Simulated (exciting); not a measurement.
# Core excitons at the I L₃ edge of MgI2, part 2 of 2

Wanted: the near-edge spectrum and the bound core excitons at the I L₃ edge of MgI2.

exciting sodium; X-ray absorption, core-level Bethe-Salpeter equation, exchange and statically screened direct term, Tamm-Dancoff, all-electron LAPW+lo PBE.

So far. Step 6 (Exchange alone): Maxima (height): 15.1 eV (1.11). The spectrum is that of the independent-particle run within 1 %. Step 7 (Direct term alone): Maxima (height): 1.7 eV (0.94) and 10.0 eV (1.00). The spectrum is that of the singlet run within 1 %.

The database entry behind the starting cell has ideal inner coordinates that were not refined, so it need not match the best structure at ambient conditions.

### Step 8. Shipped basis

Changed against the first singlet run: added local orbitals (Ha) from 0.9 to none.

input.xml

```
<input>
  <title>MgI2</title>
  <structure speciespath="." autormt="false" epslat="1.0e-5">
    <crystal>
      <basevect>7.8234661545 0.0000000000 0.0000000000</basevect>
      <basevect>-3.9117330773 6.7753204355 0.0000000000</basevect>
      <basevect>0.0000000000 0.0000000000 13.0013157350</basevect>
    </crystal>
    <species speciesfile="I.xml" rmt="2.300">
      <atom coord="0.6666666667 0.3333333333 0.7500000000"/>
      <atom coord="0.3333333333 0.6666666667 0.2500000000"/>
    </species>
    <species speciesfile="Mg.xml" rmt="2.300">
      <atom coord="0.0000000000 0.0000000000 0.0000000000"/>
    </species>
  </structure>
  <groundstate do="skip" xctype="GGA_PBE" ngridk="4 4 2" rgkmax="7" gmaxvr="14" nempty="8" swidth="0.001" maxscl="100" epsengy="1e-5"/>
  <xs xstype="BSE" ngridk="4 4 2" ngridq="4 4 2" vkloff="0.097 0.273 0.493" rgkmax="7" nempty="39" gqmax="3" lmaxapwwf="5" lmaxemat="3" broad="0.05659" tevout="true">
    <energywindow intv="163.992 165.609" points="439"/>
    <screening screentype="full" nempty="65"/>
    <BSE xas="true" xasspecies="1" xasatom="1" xasedge="L3" bsetype="singlet" nstlxas="1 35"/>
    <qpointset>
      <qpoint>0 0 0</qpoint>
    </qpointset>
    <plan>
      <doonly task="xsgeneigvec"/>
      <doonly task="writepmatxs"/>
      <doonly task="scrgeneigvec"/>
      <doonly task="scrwritepmat"/>
      <doonly task="screen"/>
      <doonly task="scrcoulint"/>
    </plan>
  </xs>
</input>
```

input.xml for the exchange start (cutoff and plan only)

```
  gqmax="2"
  <plan>
    <doonly task="exccoulint"/>
  </plan>
```

input.xml for the last start (plan only)

```
  <plan>
    <doonly task="bse"/>
  </plan>
```

Started as:

```sh
> OMP_NUM_THREADS=1 mpirun -n 2 exciting
> OMP_NUM_THREADS=1 mpirun -n 2 exciting
> OMP_NUM_THREADS=2 exciting
```

Numbers of over 12 decimals in the logs are rounded to 6 here.

The log of the run:

```text
| EXCITING SODIUM started for task xsgeneigvec ( 301)                          =
One-shot GS runs for BSE calculations
One-shot GS runs for k+qmt/2 grids
Info(xsgeneigvec): Generating eigenvectors for Q-point      1
Info(xsgeneigvec): Generation of eigenvectors finished
| EXCITING SODIUM started for task writepmatxs ( 320)                          =
Info(writepmatxs): Momentum matrix elements finished
| EXCITING SODIUM started for task scrgeneigvec ( 401)                         =
One-shot GS runs for BSE calculations
One-shot GS runs for k+qmt/2 grids
[...]
Info(setup_bse_block): Setting up RR part of hamiltonian
Info(setup_bse_block): Singlet spin state
Info(bse): Diagonalizing RR Hamiltonian (TDA)
Info(bse): Invoking Lapack routine ZHEEVR
      4480 eigen solutions found in the interval:
         i1=       1 i2=    4480
Info(bse): Writing excition energies and oscillator strengths to text file.
Info(makespectrum_dist): Making spectrum using formula for coupling with time reversed AR basis.
Info(makespectrum_dist): Using formalism for vanishing momentum transfer.
Info(writederived): Writing quantities derived from the macroscopic dielectric function.
Info(bselauncher): Spectrum finished for iqmt=  1
Info(bselauncher): All done for BSE type singlet
```

The job ended after 23 min (2 MPI ranks of Arm Neoverse V1, shared host).

Wall time by task: xsgeneigvec 5.6 s, writepmatxs 9 s, scrgeneigvec 4.2 s, scrwritepmat 2.8 s, screen 2.6 min, scrcoulint 4.8 min, exccoulint 14 min, bse 72 s.

The spectrum is that of the singlet run within 1 %. 

```
E (eV)  first run  this run
 -11.0       0.04      0.03
 -10.0       0.04      0.04
  -9.0       0.05      0.05
  -8.0       0.06      0.05
  -7.0       0.07      0.07
  -6.0       0.08      0.08
  -5.0       0.11      0.10
  -4.0       0.14      0.14
  -3.0       0.21      0.20
  -2.0       0.33      0.32
  -1.0       0.52      0.50
   0.0       0.72      0.70
   1.0       0.90      0.88
   2.0       0.94      0.93
   3.0       0.88      0.88
   4.0       0.88      0.87
   5.0       0.92      0.91
   6.0       0.94      0.93
   7.0       0.95      0.94
   8.0       0.97      0.96
   9.0       0.98      0.98
  10.0       1.00      1.00
  11.0       0.98      0.98
  12.0       0.95      0.95
  13.0       0.92      0.92
  14.0       0.88      0.88
  15.0       0.82      0.81
  16.0       0.75      0.75
  17.0       0.68      0.68
```

### Step 9. From independent particles to the full kernel

```
      level  curve passes 0.15 (eV)  highest maximum (eV)  its height
         IP                    -1.0                  15.1        1.11
        RPA                    -1.0                  15.1        1.11
direct only                    -3.8                  10.0        1.00
    singlet                    -3.8                  10.0        1.00
```

```
E (eV)    IP   RPA  direct only  singlet
 -12.0  0.02  0.02         0.03     0.03
 -11.0  0.02  0.02         0.04     0.04
 -10.0  0.03  0.03         0.04     0.04
  -9.0  0.03  0.03         0.05     0.05
  -8.0  0.03  0.03         0.06     0.06
  -7.0  0.04  0.04         0.07     0.07
  -6.0  0.05  0.05         0.08     0.08
  -5.0  0.05  0.05         0.11     0.11
  -4.0  0.07  0.07         0.14     0.14
  -3.0  0.08  0.08         0.21     0.21
  -2.0  0.11  0.11         0.33     0.33
  -1.0  0.15  0.15         0.52     0.52
   0.0  0.23  0.23         0.72     0.72
   1.0  0.33  0.33         0.90     0.90
   2.0  0.47  0.47         0.94     0.94
   3.0  0.61  0.61         0.88     0.88
   4.0  0.67  0.67         0.88     0.88
   5.0  0.70  0.70         0.92     0.92
   6.0  0.75  0.75         0.94     0.94
   7.0  0.79  0.79         0.95     0.95
   8.0  0.84  0.84         0.97     0.97
   9.0  0.90  0.90         0.98     0.98
  10.0  0.95  0.95         1.00     1.00
  11.0  1.02  1.02         0.98     0.98
  12.0  1.06  1.06         0.95     0.95
  13.0  1.08  1.08         0.92     0.92
  14.0  1.10  1.10         0.88     0.88
  15.0  1.11  1.11         0.82     0.82
  16.0  1.09  1.09         0.75     0.75
  17.0  1.06  1.06         0.68     0.68
```

### Step 10. What came out

| Item | Value |
| --- | --- |
| absorber and edge | I L₃, atom 1 |
| surroundings | nearest neighbours 3 Mg at 2.94 Å (site symmetry 3m) |
| first bright state | -0.97 eV from the Kohn–Sham onset, on this mesh |
| highest maximum | 10.0 eV |
| cost of the BSE run | 24 min on 2 MPI ranks of Arm Neoverse V1, shared host; the last task ran on as many threads |

What this shows: Is a core exciton bound? Yes on this mesh: the first bright state (over 5 % of the brightest) lies at -0.97 eV from the Kohn–Sham onset. Changing the added local orbitals (Ha) from 0.9 to none alters the spectrum by 1 % r.m.s. Exchange alone changes the independent-particle spectrum by 0.0 % r.m.s. Leaving exchange out of the full kernel changes the spectrum by 0.0 % r.m.s. Binding energies aren't converged on 32 k points, and fine structure above the first lines is partly noise of the mesh. Exchange and the short-range direct term aren't converged in the kernel cutoff. The zero comes from the unshifted 4×4×2 ground-state mesh; it is exact only where the band minimum lies on that mesh. The conduction states carry no spin here, so the exchange coupling to the spinor core hole is only partly held. This core level is treated alone, with no coupling to its spin–orbit partner. The Kohn–Sham onset, 4474 eV, is no photon energy (tabulated edge of the element: 4557 eV): the scale needs a rigid shift. Bands and screening come from semilocal DFT, whose small gap overscreens. Vibrations and energy-dependent lifetimes are left out. The structure is a published determination, not relaxed.

[Banner, clock and machine lines of the logs are left out without a mark of their own.]

[Logs are printed without paths, hosts, clocks, repeated set-up lines and the standing remarks that a program may print on its own settings, such as how far it seeks lower states.]

[Hosts, paths, dates, database ids (printed as entryN), source tags and the programs' standing remarks are cut or masked in the printed files.]
